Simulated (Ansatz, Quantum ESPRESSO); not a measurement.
# Equation of state of rock salt TiC

How stiff is rock salt TiC under hydrostatic load? Each row scales the relaxed cell evenly and relaxes the atoms. The phase is followed to these pressures whether or not it stays the stable one.

Calculated with Ansatz 0.2.0, PBEsol, PAW files of the set soft_1, cutoff 600 eV, Fermi–Dirac smearing 0.05 eV, k-mesh 17×17×17, no spin polarisation, no spin-orbit coupling.

Reference cell, relaxed at zero pressure with PBEsol (Fm-3m): a = 3.0355 Å, b = 3.0355 Å, c = 3.0355 Å, α = 60.00°, β = 60.00°, γ = 60.00°.

```csv
atom,x,y,z
Ti,0.0000,0.0000,0.0000
C,0.5000,0.5000,0.5000
```

| V (Å³/atom) | V/V0 | P (GPa) | E − E0 (meV/atom) |
| --- | --- | --- | --- |
| 9.2953 | 0.9400 | 18.753 | 33.0 |
| 9.4930 | 0.9600 | 11.865 | 14.2 |
| 9.6908 | 0.9800 | 5.635 | 3.4 |
| 10.0864 | 1.0200 | −5.099 | 3.2 |
| 10.4819 | 1.0600 | −13.886 | 27.0 |

V0 = 9.8886 Å³ an atom, where the residual pressure P0 is 0.000 GPa. **Question.** Fit the Birch–Murnaghan law and give the pressure and the energy at V = 10.2841 Å³ an atom, a row left out above.

With the Eulerian strain f = ½[(V0/V)^(2/3) − 1] and F = (P − P0)/[3f(1 + 2f)^(5/2)], the third-order law is the line F = B0 + (3/2) B0 (B′ − 4) f.

```csv
f,F (GPa)
0.02106,267.79
0.01380,267.81
0.00678,267.84
−0.00656,267.86
−0.01905,267.75
```

A straight line through the 5 rows: the means are 0.003206 for f and 267.81 for F, Σ(Δx)² = 0.001034 and ΣΔxΔy = 0.0005972, so the slope is 0.0005972/0.001034 = 0.5773 and the intercept 267.81 − (0.5773)(0.003206) = 267.81.

Hence B0 = 267.8 GPa and B′ = 4 + (0.6)/(1.5 × 267.8) = 4.00. For the withheld volume f = −0.01290, F = 267.80 GPa and P = −9.71 GPa. The run itself gives −9.71 GPa, so the estimate misses by 0.00 GPa, a rounding's worth.

Integrating the same law gives E − E0 = (9/2) B0 V0 f²[1 + (B′ − 4) f] + P0(V0 − V), with 1 GPa Å³ = 6.2415 meV: 12.4 meV an atom. The run itself gives 12.4 meV, so the estimate misses by 0.0 meV, a rounding's worth.

The same fit over all rows at other levels or in other programs gives B0 = 267 GPa with PBEsol (Quantum ESPRESSO, GBRV).

Measured volume: 10.134 Å³ an atom (Acta Chemica Scandinavica A 32 89 1978), so V0 is −2.4 % off. A stiffness follows the volume as d ln B/d ln V = −B′, which moves B0 by about −9 % when it is taken at the measured volume.

The calculation is for a static lattice, while measurements hold thermal and zero-point motion.

[Logs are printed without paths, hosts, clocks, repeated set-up lines and the standing remarks that a program may print on its own settings, such as how far it seeks lower states.]
